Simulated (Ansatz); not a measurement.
Planning a GW calculation on VBiO4 (I4_1/a).

```xyz
12
Lattice="-2.5611 2.5611 5.7961 2.5611 -2.5611 5.7961 2.5611 2.5611 -5.7961" Properties=species:S:1:pos:R:3 pbc="T T T"
V     0.0000    0.0000    5.7961
V     2.5611    0.0000    2.8980
Bi    0.0000    0.0000    0.0000
Bi    0.0000    2.5611    2.8980
O     3.2834    1.2804   -0.9172
O     3.8417    0.7224    1.9808
O     1.2804   -0.7224    1.9808
O    -0.7224    1.2806    4.8788
O     3.2834   -1.2806    3.8153
O     1.2806    0.7224    6.7133
O     1.8387    1.2806    3.8153
O     1.2804    1.8387    0.9172
```

The cell and positions are those that the Materials Project relaxed with its own functionals (PBE, PBE+U or r2SCAN), kept fixed. Spin-orbit coupling is left out unless a run names it.

Runs so far (Ansatz 0.2.0, start PBE, PAW set soft_1 files, 4×4×4 mesh). Times are wall times on 1 × NVIDIA H100 80GB HBM3 (shared by 6 runs) with 3 threads of AMD EPYC 7R13 (Zen 3), shared host, good to a factor of about two.

| bands summed | cutoff (eV) | gap on the mesh (eV) | time |
| --- | --- | --- | --- |
| 174 | 50 | 3.653 | 28 s |
| 397 | 100 | 3.494 | 72 s |
| 686 | 150 | 3.532 | 2.4 min |

Question: What should the next rung give, with 1178 bands and screening to 220 eV, and where is the limit?

The error falls about as one over the bands when the cutoff rises with them. A line through the two highest rungs given predicts 3.554 eV; the run gave 3.586 eV, a miss of 0.032 eV, so the law fails here: the steps don't follow it yet. The two highest rungs put the limit near 3.661 eV, the pair below near 3.585 eV; neither can be trusted until a further rung is run.

The 4×4×4 mesh misses a band edge: on 6×6×6 the PBE gap is 2.11 eV, so these values are not the fundamental gap, which lies some 0.11 eV lower. Limits: not at the basis limit; no spin polarisation; d states lean on the start; no spin-orbit coupling.

[Paths, hosts, dates, memory and timing lines, banners, echoed tables and standing remarks are left out of the program output.]

[Logs are printed without paths, hosts, clocks, repeated set-up lines and the standing remarks that a program may print on its own settings, such as how far it seeks lower states.]

[Runs of the session that timed out or met a known fault of the program may be left out.]

[Cells called generated may have been cut or substituted from an entry of the Crystallography Open Database or the Materials Project.]

[Hosts, paths, dates, database ids (printed as entryN), source tags and the programs' standing remarks are cut or masked in the printed files.]
